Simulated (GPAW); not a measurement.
## Core-hole calculation of the Cu K edge in CuSe2 (Pnnm)

How does the Cu K edge of CuSe2 (Pnnm) move when the bonds are compressed or stretched?

Calculated with GPAW 26.7.0; X-ray absorption from dipole matrix elements to empty bands, plane-wave PAW LDA.

Report form: the programs' logs are mostly left out.

## 1. The starting structure

Symmetry: Pnnm, No. 58, orthorhombic system. Conventional cell: a = 5.025 Å, b = 6.194 Å, c = 3.745 Å, α = 90.00°, β = 90.00°, γ = 90.00°. Se has 1 Se at 2.33 Å and 3 Cu at 2.56 Å nearest. Nearest to Cu lie 6 Se at 2.56 Å. Farther neighbours and most contacts between anions are not listed.

Structure file:

```cif
data_structure
_symmetry_space_group_name_H-M 'P 1'
_symmetry_Int_Tables_number 1
_cell_length_a 5.0252
_cell_length_b 6.1941
_cell_length_c 3.7447
_cell_angle_alpha 90.000
_cell_angle_beta 90.000
_cell_angle_gamma 90.000
_cell_volume 116.56
loop_
_atom_site_label
_atom_site_type_symbol
_atom_site_fract_x
_atom_site_fract_y
_atom_site_fract_z
_atom_site_occupancy
Se1 Se 0.68350 0.11510 0.50000 1
Se2 Se 0.31650 0.88490 0.50000 1
Se3 Se 0.18350 0.38490 0.00000 1
Se4 Se 0.81650 0.61510 0.00000 1
Cu5 Cu 0.50000 0.50000 0.50000 1
Cu6 Cu 0.00000 0.00000 0.00000 1
```

## 2. The field without a hole

The ground state comes first: it tells whether the system has a gap, which decides how the excited electron is treated.

scf.py reads:

```python
import numpy as np
from ase import Atoms
from ase.parallel import parprint, paropen
from gpaw import GPAW, PW, FermiDirac, Mixer, MixerDif, setup_paths
from gpaw.test import gen
setup_paths.insert(0, '.')
gen('Cu', name='nch1s', xcname='LDA', corehole=(1, 0, 0), write_xml=True)
from gpaw.mpi import world
world.barrier()

atoms = Atoms('Se4Cu2',
    cell=[[5.0252, 0, 0],
     [0, 6.1941, 0],
     [0, 0, 3.7447]],
    scaled_positions=[[0.6835, 0.1151, 0.5],
     [0.3165, 0.8849, 0.5],
     [0.1835, 0.3849, 0],
     [0.8165, 0.6151, 0],
     [0.5, 0.5, 0.5],
     [0, 0, 0]],
    pbc=True)
atoms.calc = calc = GPAW(legacy_gpaw=True, mode=PW(430), xc='LDA', setups={4: 'nch1s'},
    kpts={'size': (5, 4, 7), 'gamma': True}, occupations=FermiDirac(0.05),
    charge=0, mixer=Mixer(0.1, 5, 50), maxiter=150,
    convergence={'density': 0.0001}, txt='scf.txt')
energy = atoms.get_potential_energy() + calc.get_reference_energy()
ef = calc.get_fermi_level()
out = dict(energy=energy, fermi=ef, forces=atoms.get_forces().tolist())
parprint(f'all-electron energy {energy:.4f} eV, Fermi level {ef:.4f} eV')
ev = np.array([[calc.get_eigenvalues(k, s) for k in range(len(calc.get_ibz_k_points()))] for s in range(calc.get_number_of_spins())])
out['homo'], out['lumo'], out['counts'] = ev[ev < ef].max(), ev[ev > ef].min(), sorted(set((ev < ef).sum((0, 2)).tolist()))
out['filled'] = (ev[:, 0] < ef).sum(1).tolist()
import json
with paropen('out.json', 'w') as f:
    json.dump(out, f)
```

The run is started by

```sh
> OMP_NUM_THREADS=1 mpirun -n 2 gpaw python scf.py
```

Elapsed: 36 s, on 2 MPI ranks of Arm Neoverse V1, shared host; peak memory 0.23 GiB.

The mesh shows no gap, so the system is treated as a metal and the core electron is put at the Fermi level (neutral cell).

## 3. Supercell without a hole, the energy reference

The photon energy needs a difference of total energies, so the cell and mesh of the coming hole run are first run without a hole.

scf.py, as its differences from that of step 2:

```diff
@@ -10,15 +10,21 @@
 
-atoms = Atoms('Se4Cu2',
-    cell=[[5.0252, 0, 0],
-     [0, 6.1941, 0],
-     [0, 0, 3.7447]],
-    scaled_positions=[[0.6835, 0.1151, 0.5],
-     [0.3165, 0.8849, 0.5],
-     [0.1835, 0.3849, 0],
-     [0.8165, 0.6151, 0],
-     [0.5, 0.5, 0.5],
-     [0, 0, 0]],
+atoms = Atoms('Se8Cu4',
+    cell=[[-5.0252, 0, -3.7447],
+     [5.0252, 0, -3.7447],
+     [0, -6.1941, -3.7447]],
+    scaled_positions=[[0.4658, 0.1493, 0.8849],
+     [0.9658, 0.6493, 0.8849],
+     [0.0342, 0.3507, 0.1151],
+     [0.5342, 0.8507, 0.1151],
+     [0.1007, 0.2842, 0.6151],
+     [0.6007, 0.7842, 0.6151],
+     [0.8993, 0.7158, 0.3849],
+     [0.3993, 0.2158, 0.3849],
+     [0.75, 0.25, 0.5],
+     [0.25, 0.75, 0.5],
+     [0, 0, 0],
+     [0.5, 0.5, 0]],
     pbc=True)
-atoms.calc = calc = GPAW(legacy_gpaw=True, mode=PW(430), xc='LDA', setups={4: 'nch1s'},
-    kpts={'size': (5, 4, 7), 'gamma': True}, occupations=FermiDirac(0.05),
+atoms.calc = calc = GPAW(legacy_gpaw=True, mode=PW(430), xc='LDA', setups={8: 'nch1s'},
+    kpts={'size': (3, 3, 3), 'gamma': True}, occupations=FermiDirac(0.1),
     charge=0, mixer=Mixer(0.1, 5, 50), maxiter=150,
```

Wall time 55 s (2 MPI ranks); peak memory 0.29 GiB.

Reference energy: -707994.461 eV with the cores included.

## 4. Spectrum with XCH, Cu atom 5

The holes are 6.3 Å apart. In GPAW the data set carries the hole's charge, so charge=0 means a charged cell and charge=-1 a neutral one. The excited electron is kept in the cell, where it fills the lowest empty states and screens the hole. After the field has converged, empty bands are computed with the density fixed and the dipole matrix elements are summed.

The absorber has 6 Se at 2.56 Å (octahedral, site symmetry 2/m).

xas.py reads:

```python
import numpy as np
from ase import Atoms
from ase.parallel import parprint, paropen
from gpaw import GPAW, PW, FermiDirac, Mixer, MixerDif, setup_paths
from gpaw.test import gen
setup_paths.insert(0, '.')
gen('Cu', name='fch1s', xcname='LDA', corehole=(1, 0, 1), write_xml=True)
from gpaw.mpi import world
world.barrier()

atoms = Atoms('Se8Cu4',
    cell=[[-5.0252, 0, -3.7447],
     [5.0252, 0, -3.7447],
     [0, -6.1941, -3.7447]],
    scaled_positions=[[0.4658, 0.1493, 0.8849],
     [0.9658, 0.6493, 0.8849],
     [0.0342, 0.3507, 0.1151],
     [0.5342, 0.8507, 0.1151],
     [0.1007, 0.2842, 0.6151],
     [0.6007, 0.7842, 0.6151],
     [0.8993, 0.7158, 0.3849],
     [0.3993, 0.2158, 0.3849],
     [0.75, 0.25, 0.5],
     [0.25, 0.75, 0.5],
     [0, 0, 0],
     [0.5, 0.5, 0]],
    pbc=True)
atoms.calc = calc = GPAW(legacy_gpaw=True, mode=PW(430), xc='LDA', setups={8: 'fch1s'},
    kpts={'size': (3, 3, 3), 'gamma': True}, occupations=FermiDirac(0.1),
    charge=-1, mixer=Mixer(0.1, 5, 50), maxiter=150,
    convergence={'density': 0.0001}, txt='scf.txt')
energy = atoms.get_potential_energy() + calc.get_reference_energy()
ef = calc.get_fermi_level()
out = dict(energy=energy, fermi=ef, forces=atoms.get_forces().tolist())
parprint(f'all-electron energy {energy:.4f} eV, Fermi level {ef:.4f} eV')
ev = np.array([[calc.get_eigenvalues(k, s) for k in range(len(calc.get_ibz_k_points()))] for s in range(calc.get_number_of_spins())])
out['homo'], out['lumo'], out['counts'] = ev[ev < ef].max(), ev[ev > ef].min(), sorted(set((ev < ef).sum((0, 2)).tolist()))
out['filled'] = (ev[:, 0] < ef).sum(1).tolist()

from ase.units import Ha
from gpaw.xas import dipole_matrix_elements
nb = int(calc.get_number_of_electrons() / 2) + 141
top, nb = nb, nb + 8 + nb // 12
nscf = calc.fixed_density(kpts={'size': (3, 3, 3), 'gamma': True}, nbands=nb,
    convergence={'bands': top, 'eigenstates': 1e-5}, maxiter=60, txt='nscf.txt')
cell = atoms.cell.array
ops = [cell.T @ U.T @ np.linalg.inv(cell.T) for U in nscf.wfs.kd.symmetry.op_scc]
E = np.arange(-6, 34, 0.1)
fwhm = np.interp(E, [4, 25], [1.55, 3.5])
Y, X, zero, highest = 0, 0, 1e9, 1e9
for spin in range(nscf.get_number_of_spins()):
    wfs = nscf.wfs
    A = dipole_matrix_elements(wfs.setups[8])
    eps = np.zeros((wfs.kd.nibzkpts, nb))
    d = np.zeros((3, A.shape[1], wfs.kd.nibzkpts, nb), complex)
    for kpt in wfs.kpt_u:
        if kpt.s == spin and 8 in kpt.P_ani:
            eps[kpt.k] = kpt.eps_n * Ha
            d[:, :, kpt.k] = (kpt.weight * wfs.nspins / 2) ** 0.5 * np.inner(A, kpt.P_ani[8])
    world.sum(eps)
    world.sum(d)
    T = np.einsum('amkn,bmkn->abkn', d, d.conj()).real
    T = sum(np.einsum('ai,ijkn,bj->abkn', R, T, R) for R in ops) / len(ops)
    empty = eps > ef
    zero, highest = min(zero, eps[empty].min()), min(highest, eps[:, top - 1].min())
    lines = [(eps, T, empty)] if spin == 0 else lines + [(eps, T, empty)]
for eps, T, empty in lines:
    f = np.einsum('aakn->akn', T).reshape(3, -1)
    x = eps.ravel() - zero
    w = np.interp(x, E, fwhm) / 2.35482
    g = np.exp(-0.5 * ((E[:, None] - x) / w) ** 2) / (w * (2 * np.pi) ** 0.5)
    Y = Y + (f * empty.ravel()) @ g.T
    X = X + (f * ~empty.ravel()) @ g.T
out.update(E=E.round(2).tolist(), xas=Y.tolist(), xes=X.tolist(), zero=zero, valid=highest - zero, nk=len(eps), nb=nb)
for i in range(0, len(E), 10):
    parprint(f'{E[i]:7.2f}', *(f'{v:10.3e}' for v in Y[:, i]))
import json
with paropen('out.json', 'w') as f:
    json.dump(out, f)
```

The run is started by

```sh
> OMP_NUM_THREADS=1 mpirun -n 2 gpaw python xas.py
```

Run time: 3.8 min. Hardware: 2 MPI ranks; peak memory 0.46 GiB.

The Cu K spectrum, Cu atom 5, excited-electron core hole (neutral cell) (energy from the lowest empty level; intensity scaled to a mean of 1 over the first 20 eV; polarised curves are means over the symmetry-equivalent atoms):

| E (eV) | isotropic | ε ∥ x | ε ∥ y | ε ∥ z |
| --- | --- | --- | --- | --- |
| -2.0 | 0.00 | 0.00 | 0.00 | 0.00 |
| -1.5 | 0.00 | 0.00 | 0.00 | 0.00 |
| -1.0 | 0.01 | 0.01 | 0.01 | 0.01 |
| -0.5 | 0.02 | 0.02 | 0.03 | 0.02 |
| 0.0 | 0.05 | 0.04 | 0.06 | 0.04 |
| 0.5 | 0.08 | 0.07 | 0.09 | 0.07 |
| 1.0 | 0.12 | 0.13 | 0.11 | 0.12 |
| 1.5 | 0.15 | 0.16 | 0.13 | 0.16 |
| 2.0 | 0.14 | 0.14 | 0.11 | 0.15 |
| 2.5 | 0.10 | 0.11 | 0.08 | 0.11 |
| 3.0 | 0.11 | 0.13 | 0.08 | 0.12 |
| 3.5 | 0.20 | 0.23 | 0.19 | 0.19 |
| 4.0 | 0.39 | 0.42 | 0.45 | 0.31 |
| 4.5 | 0.73 | 0.78 | 0.86 | 0.55 |
| 5.0 | 1.22 | 1.30 | 1.33 | 1.03 |
| 5.5 | 1.78 | 1.85 | 1.73 | 1.76 |
| 6.0 | 2.19 | 2.19 | 1.94 | 2.42 |
| 6.5 | 2.26 | 2.17 | 1.95 | 2.65 |
| 7.0 | 2.06 | 1.96 | 1.85 | 2.38 |
| 7.5 | 1.76 | 1.75 | 1.72 | 1.81 |
| 8.0 | 1.48 | 1.57 | 1.61 | 1.27 |
| 8.5 | 1.29 | 1.37 | 1.53 | 0.97 |
| 9.0 | 1.16 | 1.17 | 1.44 | 0.87 |
| 9.5 | 1.11 | 1.07 | 1.35 | 0.89 |
| 10.0 | 1.12 | 1.09 | 1.30 | 0.96 |
| 10.5 | 1.17 | 1.18 | 1.28 | 1.06 |
| 11.0 | 1.24 | 1.27 | 1.25 | 1.21 |
| 11.5 | 1.29 | 1.31 | 1.19 | 1.35 |
| 12.0 | 1.29 | 1.31 | 1.11 | 1.44 |
| 12.5 | 1.25 | 1.26 | 1.07 | 1.43 |
| 13.0 | 1.19 | 1.17 | 1.05 | 1.35 |
| 13.5 | 1.12 | 1.07 | 1.05 | 1.23 |
| 14.0 | 1.04 | 0.98 | 1.04 | 1.11 |
| 14.5 | 0.97 | 0.91 | 1.00 | 1.00 |
| 15.0 | 0.92 | 0.86 | 0.97 | 0.93 |
| 15.5 | 0.89 | 0.84 | 0.96 | 0.89 |
| 16.0 | 0.90 | 0.85 | 0.98 | 0.87 |
| 16.5 | 0.92 | 0.88 | 1.01 | 0.89 |
| 17.0 | 0.95 | 0.91 | 1.02 | 0.92 |
| 17.5 | 0.96 | 0.94 | 0.98 | 0.96 |
| 18.0 | 0.96 | 0.96 | 0.92 | 1.00 |
| 18.5 | 0.95 | 0.97 | 0.85 | 1.02 |
| 19.0 | 0.93 | 0.98 | 0.80 | 1.02 |
| 19.5 | 0.92 | 0.97 | 0.78 | 1.00 |
| 20.0 | 0.92 | 0.97 | 0.82 | 0.97 |
| 20.5 | 0.93 | 0.95 | 0.88 | 0.95 |
| 21.0 | 0.95 | 0.94 | 0.97 | 0.93 |
| 21.5 | 0.97 | 0.92 | 1.05 | 0.93 |
| 22.0 | 0.99 | 0.92 | 1.09 | 0.94 |
| 22.5 | 1.00 | 0.93 | 1.10 | 0.95 |
| 23.0 | 1.00 | 0.96 | 1.06 | 0.97 |
| 23.5 | 0.99 | 1.00 | 1.00 | 0.98 |
| 24.0 | 0.99 | 1.05 | 0.93 | 1.00 |
| 24.5 | 0.99 | 1.09 | 0.89 | 1.01 |
| 25.0 | 1.00 | 1.11 | 0.88 | 1.01 |
| 25.5 | 1.01 | 1.11 | 0.92 | 1.01 |
| 26.0 | 1.02 | 1.10 | 0.98 | 1.00 |
| 26.5 | 1.03 | 1.06 | 1.05 | 0.98 |
| 27.0 | 1.03 | 1.00 | 1.11 | 0.96 |
| 27.5 | 1.02 | 0.95 | 1.15 | 0.95 |
| 28.0 | 1.00 | 0.90 | 1.15 | 0.93 |
| 28.5 | 0.98 | 0.88 | 1.12 | 0.92 |
| 29.0 | 0.95 | 0.87 | 1.07 | 0.91 |
| 29.5 | 0.93 | 0.89 | 1.00 | 0.90 |
| 30.0 | 0.91 | 0.91 | 0.93 | 0.89 |
| 30.5 | 0.89 | 0.94 | 0.87 | 0.88 |
| 31.0 | 0.89 | 0.96 | 0.82 | 0.88 |
| 31.5 | 0.89 | 0.98 | 0.80 | 0.89 |
| 32.0 | 0.90 | 0.99 | 0.80 | 0.92 |

Main maxima below 30 eV (height): 1.6 eV (0.15), 6.4 eV (2.28), 11.8 eV (1.29) and 26.6 eV (1.03). A K edge sees empty p states on the absorber.

The total-energy difference is 8991.01 eV. One term is added: -29.79 eV, since the hole is spin-paired here and a spin-polarised one costs that much less in the free atom (computed apart). The photon energy is then 8961.22 eV. The tabulated edge of the element is 8979 eV. The functional leaves an error in such absolute values: in the free atom LDA prices this hole 18.3 eV below PBE (computed apart), and PBE is itself good to a few eV.

## 5. Reference energy of the supercell

The cell changes for the next run, so it gets a reference energy of its own.

The cell differs from the one that the last finished run ended in (a 6.267 → 6.139 Å, b 6.267 → 6.139 Å, c 7.238 → 7.090 Å).

scf.py, as its differences from that of step 3:

```diff
@@ -11,5 +11,5 @@
 atoms = Atoms('Se8Cu4',
-    cell=[[-5.0252, 0, -3.7447],
-     [5.0252, 0, -3.7447],
-     [0, -6.1941, -3.7447]],
+    cell=[[-4.92261611, 0, -3.6682561],
+     [4.92261611, 0, -3.6682561],
+     [0, -6.06765432, -3.6682561]],
     scaled_positions=[[0.4658, 0.1493, 0.8849],
```

The run is started by

```sh
> OMP_NUM_THREADS=1 mpirun -n 2 gpaw python scf.py
```

The job ended after 59 s (2 MPI ranks; peak memory 0.29 GiB).

Reference energy: -707994.603 eV with the cores included.

## 6. Spectrum with XCH, Cu atom 5

Shorter bonds are expected to push antibonding states and scattering resonances up, and longer ones down; the cell is scaled to test that.

Changed against the first core-hole run: volume scale from 1 to 0.94.

xas.py, as its differences from that of step 4:

```diff
@@ -11,5 +11,5 @@
 atoms = Atoms('Se8Cu4',
-    cell=[[-5.0252, 0, -3.7447],
-     [5.0252, 0, -3.7447],
-     [0, -6.1941, -3.7447]],
+    cell=[[-4.92261611, 0, -3.6682561],
+     [4.92261611, 0, -3.6682561],
+     [0, -6.06765432, -3.6682561]],
     scaled_positions=[[0.4658, 0.1493, 0.8849],
@@ -41,3 +41,3 @@
 from gpaw.xas import dipole_matrix_elements
-nb = int(calc.get_number_of_electrons() / 2) + 141
+nb = int(calc.get_number_of_electrons() / 2) + 133
 top, nb = nb, nb + 8 + nb // 12
```

The run is started by

```sh
> OMP_NUM_THREADS=1 mpirun -n 2 gpaw python xas.py
```

Run time: 3.5 min. Hardware: 2 MPI ranks; peak memory 0.44 GiB.

| E (eV) | first run | this run |
| --- | --- | --- |
| -2.0 | 0.00 | 0.00 |
| -1.0 | 0.01 | 0.01 |
| 0.0 | 0.05 | 0.05 |
| 1.0 | 0.12 | 0.12 |
| 2.0 | 0.14 | 0.15 |
| 3.0 | 0.11 | 0.12 |
| 4.0 | 0.39 | 0.39 |
| 5.0 | 1.22 | 1.13 |
| 6.0 | 2.19 | 2.03 |
| 7.0 | 2.06 | 2.01 |
| 8.0 | 1.48 | 1.50 |
| 9.0 | 1.16 | 1.19 |
| 10.0 | 1.12 | 1.09 |
| 11.0 | 1.24 | 1.19 |
| 12.0 | 1.29 | 1.29 |
| 13.0 | 1.19 | 1.25 |
| 14.0 | 1.04 | 1.14 |
| 15.0 | 0.92 | 1.00 |
| 16.0 | 0.90 | 0.92 |
| 17.0 | 0.95 | 0.95 |
| 18.0 | 0.96 | 0.98 |
| 19.0 | 0.93 | 0.96 |
| 20.0 | 0.92 | 0.92 |
| 21.0 | 0.95 | 0.93 |
| 22.0 | 0.99 | 0.97 |
| 23.0 | 1.00 | 0.99 |
| 24.0 | 0.99 | 0.98 |
| 25.0 | 1.00 | 0.98 |
| 26.0 | 1.02 | 1.00 |
| 27.0 | 1.03 | 1.03 |
| 28.0 | 1.00 | 1.03 |
| 29.0 | 0.95 | 1.00 |
| 30.0 | 0.91 | 0.95 |
| 31.0 | 0.89 | 0.91 |

Against the first run the r.m.s. difference is 4 %. The highest intensity below 24 eV goes from 6.4 eV (2.28) to 6.4 eV (2.15).

The photon energy of the zero moves by +0.19 eV.

## 7. Supercell without a hole, the energy reference

The cell differs from the one that the last finished run ended in (a 6.139 → 6.329 Å, b 6.139 → 6.329 Å, c 7.090 → 7.310 Å).

scf.py, as its differences from that of step 5:

```diff
@@ -11,5 +11,5 @@
 atoms = Atoms('Se8Cu4',
-    cell=[[-4.92261611, 0, -3.6682561],
-     [4.92261611, 0, -3.6682561],
-     [0, -6.06765432, -3.6682561]],
+    cell=[[-5.07495769, 0, -3.78177865],
+     [5.07495769, 0, -3.78177865],
+     [0, -6.25543171, -3.78177865]],
     scaled_positions=[[0.4658, 0.1493, 0.8849],
```

The run is started by

```sh
> OMP_NUM_THREADS=1 mpirun -n 2 gpaw python scf.py
```

The job ended after 51 s (2 MPI ranks; peak memory 0.29 GiB; 1.7 min of CPU time).

Reference energy: -707994.230 eV with the cores included.

## 8. Spectrum with XCH, Cu atom 5

Changed against the first core-hole run: volume scale from 1 to 1.03.

xas.py, as its differences from that of step 6:

```diff
@@ -11,5 +11,5 @@
 atoms = Atoms('Se8Cu4',
-    cell=[[-4.92261611, 0, -3.6682561],
-     [4.92261611, 0, -3.6682561],
-     [0, -6.06765432, -3.6682561]],
+    cell=[[-5.07495769, 0, -3.78177865],
+     [5.07495769, 0, -3.78177865],
+     [0, -6.25543171, -3.78177865]],
     scaled_positions=[[0.4658, 0.1493, 0.8849],
@@ -41,3 +41,3 @@
 from gpaw.xas import dipole_matrix_elements
-nb = int(calc.get_number_of_electrons() / 2) + 133
+nb = int(calc.get_number_of_electrons() / 2) + 145
 top, nb = nb, nb + 8 + nb // 12
```

The run is started by

```sh
> OMP_NUM_THREADS=1 mpirun -n 2 gpaw python xas.py
```

Wall time 3.9 min (2 MPI ranks); peak memory 0.46 GiB.

| E (eV) | first run | this run |
| --- | --- | --- |
| -2.0 | 0.00 | 0.00 |
| -1.0 | 0.01 | 0.01 |
| 0.0 | 0.05 | 0.05 |
| 1.0 | 0.12 | 0.12 |
| 2.0 | 0.14 | 0.13 |
| 3.0 | 0.11 | 0.11 |
| 4.0 | 0.39 | 0.40 |
| 5.0 | 1.22 | 1.27 |
| 6.0 | 2.19 | 2.26 |
| 7.0 | 2.06 | 2.08 |
| 8.0 | 1.48 | 1.47 |
| 9.0 | 1.16 | 1.15 |
| 10.0 | 1.12 | 1.14 |
| 11.0 | 1.24 | 1.26 |
| 12.0 | 1.29 | 1.27 |
| 13.0 | 1.19 | 1.15 |
| 14.0 | 1.04 | 1.00 |
| 15.0 | 0.92 | 0.89 |
| 16.0 | 0.90 | 0.90 |
| 17.0 | 0.95 | 0.95 |
| 18.0 | 0.96 | 0.95 |
| 19.0 | 0.93 | 0.92 |
| 20.0 | 0.92 | 0.92 |
| 21.0 | 0.95 | 0.96 |
| 22.0 | 0.99 | 0.99 |
| 23.0 | 1.00 | 1.00 |
| 24.0 | 0.99 | 1.00 |
| 25.0 | 1.00 | 1.02 |
| 26.0 | 1.02 | 1.03 |
| 27.0 | 1.03 | 1.02 |
| 28.0 | 1.00 | 0.98 |
| 29.0 | 0.95 | 0.93 |
| 30.0 | 0.91 | 0.90 |
| 31.0 | 0.89 | 0.89 |
| 32.0 | 0.90 | 0.92 |

The scaled spectrum changes by 2 % r.m.s. The highest intensity below 24 eV stays at 6.4 eV.

The photon energy of the zero moves by -0.08 eV.

## 9. Reference energy of the supercell

The cell differs from the one that the last finished run ended in (a 6.329 → 6.450 Å, b 6.329 → 6.450 Å, c 7.310 → 7.449 Å).

scf.py, as its differences from that of step 7:

```diff
@@ -11,5 +11,5 @@
 atoms = Atoms('Se8Cu4',
-    cell=[[-5.07495769, 0, -3.78177865],
-     [5.07495769, 0, -3.78177865],
-     [0, -6.25543171, -3.78177865]],
+    cell=[[-5.17164672, 0, -3.85382979],
+     [5.17164672, 0, -3.85382979],
+     [0, -6.37461135, -3.85382979]],
     scaled_positions=[[0.4658, 0.1493, 0.8849],
```

The run is started by

```sh
> OMP_NUM_THREADS=1 mpirun -n 2 gpaw python scf.py
```

Run time: 53 s. Hardware: 2 MPI ranks; peak memory 0.3 GiB.

Reference energy: -707993.542 eV with the cores included.

[end of part 1 of 2]

[Logs are printed without paths, hosts, clocks, repeated set-up lines and the standing remarks that a program may print on its own settings, such as how far it seeks lower states.]

[Hosts, paths, dates, database ids (printed as entryN), source tags and the programs' standing remarks are cut or masked in the printed files.]

[Lists of maxima count a maximum above −3 eV only where it reaches 4 % of the highest in the window and stands out from its surroundings by 2 % of it (1.5 % where it reaches 55 %); shoulders and weaker maxima are passed over, and of the rest the first, up to two pre-edge ones and the few strongest are named.]
